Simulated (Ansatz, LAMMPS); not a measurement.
# Ionic liquid EMIM+ FSI- with water, from a frame at 400 K (93 atoms): geometry optimisation, part 3 of 3

How does ionic liquid EMIM+ FSI- with water, from a frame at 400 K (93 atoms) relax, and what do bonds, charges and levels look like afterwards?

Ansatz 0.2.0; Kohn-Sham DFT, RPBE+D3(BJ), PAW (set soft_2), plane waves.

The cell: 18 C, 9 N, 39 H, 6 S, 15 O and 6 F. The network of contacts between molecules at the start is that of the classical potential that made the cell. The density was typed from a rule of thumb and may lie off the real one at this temperature. Sampling is at Γ alone, for a cell whose shortest periodic width is 10 Å.

So far, density (g/cm³): step 5 (structure statistics after relaxation) 1.41.

## (6) Single point at the relaxed geometry

One more single point at the end of the walk gives the fuller output and checks the residual forces.

Contents of input.yaml:

```yaml
crystal:
  lattice:
    - [10.30994, 0.0, 0.0]
    - [0.0, 10.30994, 0.0]
    - [0.0, 0.0, 10.30994]
  atoms:
    - { symbol: C, position: [0.54413, 0.39906, 0.09296] }
    - { symbol: C, position: [0.66954, 0.44659, 0.03142] }
    - { symbol: "N", position: [0.78355, 0.39929, 0.10277] }
    - { symbol: C, position: [0.82283, 0.27067, 0.11009] }
    - { symbol: C, position: [0.92972, 0.26777, 0.18864] }
    - { symbol: "N", position: [0.95336, 0.39451, 0.22743] }
    - { symbol: C, position: [0.0604, 0.43684, 0.31096] }
    - { symbol: C, position: [0.86385, 0.47318, 0.17387] }
    - { symbol: H, position: [0.54039, 0.29285, 0.09408] }
    - { symbol: H, position: [0.46223, 0.43452, 0.03594] }
    - { symbol: H, position: [0.53401, 0.43529, 0.19223] }
    - { symbol: H, position: [0.6796, 0.41263, 0.93161] }
    - { symbol: H, position: [0.67566, 0.5524, 0.03096] }
    - { symbol: H, position: [0.77367, 0.19384, 0.0585] }
    - { symbol: H, position: [0.99171, 0.18874, 0.21731] }
    - { symbol: H, position: [0.15224, 0.41298, 0.26357] }
    - { symbol: H, position: [0.0534, 0.38737, 0.40455] }
    - { symbol: H, position: [0.05392, 0.54166, 0.32398] }
    - { symbol: H, position: [0.85884, 0.57729, 0.18483] }
    - { symbol: C, position: [0.4134, 0.03197, 0.95827] }
    - { symbol: C, position: [0.414, 0.96429, 0.8269] }
    - { symbol: "N", position: [0.29985, 0.88005, 0.81056] }
    - { symbol: C, position: [0.2717, 0.77072, 0.88402] }
    - { symbol: C, position: [0.1594, 0.71945, 0.83516] }
    - { symbol: "N", position: [0.12165, 0.7986, 0.73323] }
    - { symbol: C, position: [0.00769, 0.77627, 0.65159] }
    - { symbol: C, position: [0.20778, 0.89574, 0.71953] }
    - { symbol: H, position: [0.41914, 0.96164, 0.0377] }
    - { symbol: H, position: [0.32603, 0.09109, 0.96978] }
    - { symbol: H, position: [0.49887, 0.09478, 0.96427] }
    - { symbol: H, position: [0.41141, 0.0342, 0.74703] }
    - { symbol: H, position: [0.50032, 0.90331, 0.81513] }
    - { symbol: H, position: [0.33253, 0.73999, 0.96353] }
    - { symbol: H, position: [0.10295, 0.63579, 0.86374] }
    - { symbol: H, position: [0.98819, 0.86336, 0.59474] }
    - { symbol: H, position: [0.92507, 0.75392, 0.71441] }
    - { symbol: H, position: [0.02727, 0.69475, 0.5864] }
    - { symbol: H, position: [0.20426, 0.97562, 0.65078] }
    - { symbol: C, position: [0.53527, 0.46477, 0.68193] }
    - { symbol: C, position: [0.61349, 0.46051, 0.55677] }
    - { symbol: "N", position: [0.57498, 0.35017, 0.47369] }
    - { symbol: C, position: [0.65962, 0.26044, 0.42024] }
    - { symbol: C, position: [0.58603, 0.17322, 0.352] }
    - { symbol: "N", position: [0.45773, 0.21169, 0.3657] }
    - { symbol: C, position: [0.34541, 0.14809, 0.30576] }
    - { symbol: C, position: [0.45264, 0.31946, 0.43934] }
    - { symbol: H, position: [0.54611, 0.37378, 0.73578] }
    - { symbol: H, position: [0.43218, 0.48216, 0.66382] }
    - { symbol: H, position: [0.57184, 0.5446, 0.74188] }
    - { symbol: H, position: [0.60184, 0.54939, 0.4999] }
    - { symbol: H, position: [0.71653, 0.44666, 0.57763] }
    - { symbol: H, position: [0.76296, 0.26343, 0.43818] }
    - { symbol: H, position: [0.61238, 0.08693, 0.29857] }
    - { symbol: H, position: [0.36313, 0.04374, 0.30392] }
    - { symbol: H, position: [0.33163, 0.1849, 0.20723] }
    - { symbol: H, position: [0.26071, 0.16883, 0.36565] }
    - { symbol: H, position: [0.36588, 0.37157, 0.46666] }
    - { symbol: "N", position: [0.04612, 0.42833, 0.90942] }
    - { symbol: S, position: [0.18331, 0.36354, 0.94336] }
    - { symbol: O, position: [0.26806, 0.33977, 0.8336] }
    - { symbol: O, position: [0.1783, 0.26756, 0.04552] }
    - { symbol: F, position: [0.24312, 0.49054, 0.01525] }
    - { symbol: S, position: [0.96968, 0.36477, 0.79163] }
    - { symbol: O, position: [0.98262, 0.22549, 0.78084] }
    - { symbol: O, position: [0.84354, 0.42499, 0.78178] }
    - { symbol: F, position: [0.04651, 0.42119, 0.66423] }
    - { symbol: "N", position: [0.83825, 0.94625, 0.14322] }
    - { symbol: S, position: [0.83469, 0.90613, 0.9941] }
    - { symbol: O, position: [0.741, 0.99119, 0.93183] }
    - { symbol: O, position: [0.83201, 0.76932, 0.964] }
    - { symbol: F, position: [0.97406, 0.95597, 0.93957] }
    - { symbol: S, position: [0.93902, 0.87991, 0.23915] }
    - { symbol: O, position: [0.90009, 0.91141, 0.37059] }
    - { symbol: O, position: [0.98251, 0.75025, 0.20922] }
    - { symbol: F, position: [0.069, 0.96891, 0.2172] }
    - { symbol: "N", position: [0.42111, 0.6505, 0.32507] }
    - { symbol: S, position: [0.35413, 0.69631, 0.45596] }
    - { symbol: O, position: [0.43834, 0.75852, 0.54972] }
    [... 9 atom lines left out ...]
    - { symbol: O, position: [0.21351, 0.1728, 0.58794] }
    - { symbol: H, position: [0.21635, 0.22741, 0.66492] }
    - { symbol: H, position: [0.12044, 0.16984, 0.56523] }
    - { symbol: O, position: [0.95412, 0.1501, 0.50086] }
    - { symbol: H, position: [0.89599, 0.13228, 0.57434] }
    - { symbol: H, position: [0.94187, 0.07332, 0.44653] }
kpoints:
  mp_grid: { grid: [1, 1, 1] }
hamiltonian:
  xc: rpbe
  dispersion: d3bj
scf:
  occupations: { method: fermi_dirac, width: 0.025 }
output:
  forces: true
  stress: true
  populations: intrinsic
  dos:
    method: { smearing: { sigma: 0.15 } }
    de: 0.1
    projected: { site_lists: { C: [C], F: [F], H: [H], "N": ["N"], O: [O] } }
  eigenvalues: true
  write_density: true
  write_potential: true
  volumetric_format: npy
```

Started as:

```console
$ ansatz run input.yaml --threads 4 --pin off --max-ram 8192MiB --backend cpu --events-out ev --progress --plain --runs-dir out
```

Numbers of over 12 decimals in the logs are rounded to 6 here.

The log of the run:

```text
[...]
Crystal: 93 atoms, lattice volume = 1095.894 Å³
Basis set: ecut = 420 eV, 21367 PW (Γ), exchange–correlation on 144×144×144 points (8 copies of the dense FFT grid, shifted against one another)
Bands: 255, of which v1, the nominal top of the filled ones, is band 162 counted from 1 (161 counted from 0)
Symmetry: 1 space group operations
[...]
k-points: 1
[...]
SCF iter   1: F=—  HF=-27479.577064 eV  |F-HF|=—  |Δ(HF+E_count)|=         —  Δρ=6.33e-3  dr2=4.56e-1  ethr=1.77e-3  ⟨swp⟩=6.0  Hψ=1231  notcnv=0  defer=19
[...]
SCF iter  10: F=-27479.444476 eV  HF=-27479.444476 eV  |F-HF|=7.99e-8  |Δ(HF+E_count)|=   8.51e-8  Δρ=2.79e-6  dr2=8.03e-8  ethr=3.09e-11  ⟨swp⟩=19.0  Hψ=2239  notcnv=0
SCF 1 converged in 10 iterations: F = -27479.444476 eV  dr2 = 8.03e-8
[...]
WARN: The input density's exchange-correlation potential varies sharply where the density is thin. Do not read a vacuum level from v_tot or v_xc, or from such a field of the output density. On a cell that repeats whose density bears no net charge and no dipole along the vacuum's axis use v_es (v_loc + v_h of the components); [...]
SCF converged after 10 iterations
Free energy (F): -27479.444476 eV
[...]
Internal energy: -27479.444476 eV  (E = F + TS)
E sigma→0 (E₀):  -27479.444476 eV
Fermi energy:    1.858309 eV
[...]
--- Forces (eV/Å), atoms counted from 1 ---
  atom   1  C      0.00922832     0.00117687    -0.00015328
  atom   2  C     -0.00639393    -0.00152422     0.00371084
  atom   3  N      0.00145964    -0.00423351     0.00251907
  atom   4  C     -0.00239563     0.00111253    -0.00411829
  atom   5  C     -0.00185573     0.00006801     0.00246391
  atom   6  N      0.00828520    -0.00683013     0.00066615
  atom   7  C     -0.00302658    -0.00003608    -0.00514478
  atom   8  C     -0.00453154     0.00650942    -0.00337522
  atom   9  H     -0.00026201     0.00115846    -0.00153626
  atom  10  H     -0.00110337     0.00020721     0.00144294
  atom  11  H     -0.00108066     0.00098013    -0.00359145
  atom  12  H      0.00158128     0.00202428    -0.00022293
  atom  13  H     -0.00070135    -0.00187432     0.00136778
  atom  14  H      0.00119920     0.00069344     0.00205332
[...]
atom  92  H      0.00561819     0.01509864    -0.01591187
  atom  93  H     -0.00034554     0.00038013    -0.00290349
  max |Σ_I F_I| component: 1.37e-4 eV/Å
--- Stress (GPa, compression-positive) ---
        0.013687      -0.097407       0.008688
       -0.097407      -0.108864      -0.023260
        0.008688      -0.023261      -0.024899
  P = ⅓ Tr σ = -0.0400 GPa (-0.400 kbar)
--- Band table (eV) ---
[...]
--- intrinsic populations: 93 sites ---
  site symbol       q [e]
     0      C      4.5127
     1      C      4.2210
     2      N      5.0005
[...]
92      H      0.6196
  spilling = 0.000000 (of n_electrons = 324.000000)
```

The job ended after 10 s (4 threads of Arm Neoverse V2, shared host; peak memory 1.2 GiB; 38 s of CPU time).

The program notes that the exchange-correlation potential is rough where the density is thin.

Numbers from this run:

| Quantity | Value |
| --- | --- |
| free energy | -27479.4445 eV |
| free energy per atom | -295.4779 eV/atom |
| SCF cycles | 10 |
| pressure | -0.04003 GPa |
| r.m.s. force component | 0.00913 eV/Å |
| longest force | 0.0442 eV/Å |
| Fermi energy | 1.858 eV |
| gap (highest filled to lowest empty level) | 4.749 eV |

Intrinsic-atomic-orbital charges by element:

```tsv
element	coordination	atoms	mean charge (e)	spread	least	most
C	all	18	-0.230	0.186	-0.522	0.0252
F	all	6	-0.498	0.0049	-0.503	-0.489
H	all	39	0.234	0.0679	0.162	0.402
N	all	9	-0.354	0.500	-1.07	0.0061
O	all	15	-0.853	0.0297	-0.881	-0.783
S	all	6	2.33	0.0051	2.32	2.34
```

States in the cell by windows of 1 eV, zero at the Fermi level; the larger projections on atomic orbitals stand beside the total:

```tsv
from (eV)	to (eV)	total	O p	C p	H s	N p	F p
-14	-13	6.2	0.3	0.0	0.1	1.5	0.6
-13	-12	6.7	0.0	1.4	1.3	1.7	0.0
-12	-11	14.6	0.6	3.1	1.7	1.9	2.2
-11	-10	7.5	0.5	0.9	0.5	0.8	2.2
-10	-9	13.0	2.9	2.7	2.0	1.0	1.0
-9	-8	25.4	8.3	3.9	2.2	3.5	2.1
-8	-7	31.9	3.5	12.0	5.3	4.5	2.9
-7	-6	35.3	5.6	7.9	3.1	2.4	14.2
-6	-5	34.2	10.9	9.8	4.7	2.3	4.0
-5	-4	26.2	14.9	3.5	2.5	2.2	1.6
-4	-3	29.0	18.2	1.9	0.8	5.5	1.6
-3	-2	16.1	6.4	5.5	0.1	3.5	0.3
-2	2	0.0	0.0	0.0	0.0	0.0	0.0
2	3	8.0	0.2	3.6	0.7	2.2	0.1
3	4	17.3	2.1	4.4	0.9	1.0	1.4
4	5	16.6	1.9	1.2	2.7	0.8	0.3
```

Between -26 and -14 eV lie 66 more states.

About 12 of the 324 electrons lie in deeper levels, below the stored range.

Not all projections were asked for or kept, so they needn't add up to the total.

The levels nearest the highest filled one (over half full), pooled over k-points and spins:

```tsv
level less the highest filled one (eV)	occupation
-0.412	2
-0.264	2
-0.232	2
-0.183	2
-0.0606	2
0	2
4.75	0
4.97	0
5.00	0
5.22	0
5.52	0
5.63	0
```

Valence density in the ac plane at fractional y = 0.428, with atoms of C and H and N and O and F within 0.2 Å of it. It is the smooth field of the valence electrons, not physical close to the nuclei.

Ten steps, logarithmic in the rise over the least value, from '_' (0 e/Å³) to '@' (10 e/Å³), each cell a mean:
```
++**++====++++++==::____....::....::==**++==::..______..--
######**++======::..______________..--++++--..______..::==
**####++====----::..________________..----......::::::--==
++**++--::::------::..____________________..::==**++======
====--::....::::::::..______........______..==##%%%%**++==
====--..____........______..--====--..____..==##%%%%**++==
**##**--..____________..::--==**++==::____..::==**++==--==
%%@@@@++::____________..--==++**++==::....__....::::..::==
##@@%%++..____________..::--==++++++==----::..________..==
==++==::________________..::::--++++++++++==::__________::
......____________________....--++++**++++==::____________
____________________..........--++++++==--::..____________
......____________..::::::..::--======::..________________
::----::____________..::::::::::----::..________________..
==++++--..____________................__________________::
++****++--..________________________________________....--
++******++--..__________________________________..::--====
**++++++**==::______________......____________..::==++****
++==------::..____________..--====::..____..::--==++**####
==::......________________::==**++--::....--==++++******++
::..____________________..::==****==--::--++**##**++====--
__________..::::..____..::==++****++++==++**####**==::....
______....--==++--::__..--++**++++++**********++==::..____
::::::::--==****==::....--++++======++****==----::..____..
```
Columns run along a (10.3 Å), rows up along c (10.3 Å). Atoms in or near the plane, at fractional coordinates: C at (0.67, 0.03), C at (0.06, 0.31), H at (0.46, 0.04), H at (0.53, 0.19), H at (0.68, 0.93), H at (0.15, 0.26), H at (0.72, 0.58), N at (0.05, 0.91), O at (0.84, 0.78), F at (0.05, 0.66).

Electrostatic potential energy in the ac plane at fractional y = 0.428, with atoms of C and H and N and O and F within 0.2 Å of it. With pseudopotentials it is smooth inside the atoms' cores, unlike the true potential.

Ten even steps from '0' (-46 eV) to '9' (6 eV), each cell a mean:
```
75674346899999999974589999999
10044246899999999983389999998
10157668999999999998899999987
55688889999999999999999866765
47899999999999999999998301432
57899999999999988999998300443
53699999999999634799999866877
10179999999988501699999999998
31279999999998755788999999998
87899999999999986336558999999
99999999999999985004568999999
99999999999999986447899999999
99999999998899987788999999999
98899999999999998899999999999
86689999999999999999999999999
51158999999999999999999999998
30036899999999999999999999987
53351599999999999999999998622
58887899999999846999999865300
89999999999999724899997631345
99999999999999733789862134689
99999999999998500475640048899
99999888999972433530144479999
99987655899974688720168999999
```
Columns run along a (10.3 Å; values clipped at the 3rd and 97th percentile), rows up along c (10.3 Å). Atoms in or near the plane, at fractional coordinates: C at (0.67, 0.03), C at (0.06, 0.31), H at (0.46, 0.04), H at (0.53, 0.19), H at (0.68, 0.93), H at (0.15, 0.26), H at (0.72, 0.58), N at (0.05, 0.91), O at (0.84, 0.78), F at (0.05, 0.66).

Mean intrinsic-atomic-orbital charges: C -0.23, F -0.50, H +0.23, N -0.35, O -0.85, S +2.33 e.

A closer look about S81, one of the 6 S atoms: 16 atoms, nearest first, numbered in the order of the input, with positions taken from that point.

```tsv
atom	x	y	z	distance (Å)	intrinsic-atomic-orbital charge (e)
S81	0.00	0.00	0.00	0.00	2.33
O82	-0.12	1.43	0.20	1.45	-0.86
O83	1.29	-0.64	0.17	1.45	-0.87
N76	-1.20	-0.90	0.57	1.60	-1.07
F84	-0.32	-0.21	-1.59	1.64	-0.50
S77	-1.89	-0.42	1.92	2.73	2.32
O78	-1.02	0.22	2.89	3.07	-0.88
H50	0.66	-1.94	2.37	3.13	0.20
H11	-0.04	-3.11	-0.80	3.22	0.18
F80	-2.90	0.78	1.45	3.33	-0.50
H13	1.43	-1.91	-2.46	3.43	0.21
H28	-1.22	2.31	-2.39	3.54	0.18
H54	-1.80	3.16	0.35	3.65	0.22
H53	0.77	3.60	0.30	3.70	0.23
H33	-2.11	0.03	-3.16	3.80	0.22
H19	3.31	-1.65	-0.88	3.80	0.24
```

## (7) Summary of results

* energy change in the relaxation: -66.22 meV/atom
* r.m.s. displacement: 0.834 Å
* largest displacement: 2.076 Å
* free energy per atom: -295.4779 eV/atom
* pressure: -0.04003 GPa
* r.m.s. force component: 0.00913 eV/Å
* gap (highest filled to lowest empty level): 4.749 eV
* wall time of the 3 DFT runs: 5.6 min

In words: Relaxation lowers the energy by 66.2 meV/atom and moves atoms by 0.83 Å r.m.s.; the r.m.s. force component goes from 1.1 to 0.0091 eV/Å, the pressure goes from 1.9 to -0.040 GPa, and the gap from 4.17 to 4.75 eV. From the first step to the last the energy fell by 6.158 eV, and the largest move was 2.08 Å (O83). Between filled and empty levels lie 4.75 eV (at Γ alone); a semilocal functional tends to put such gaps too low. In a disordered cell it changes from sample to sample and from frame to frame.

What to keep in mind: The network of contacts between molecules at the start is that of the classical potential that made the cell; in DFT atoms moved by 0.83 Å r.m.s. The program warns that the dispersion model switches its C6 values near this geometry, which can put artefacts into forces and pressure.

[Logs are printed without paths, hosts, clocks, repeated set-up lines and the standing remarks that a program may print on its own settings, such as how far it seeks lower states.]

[Hosts, paths, dates, database ids (printed as entryN), source tags and the programs' standing remarks are cut or masked in the printed files.]
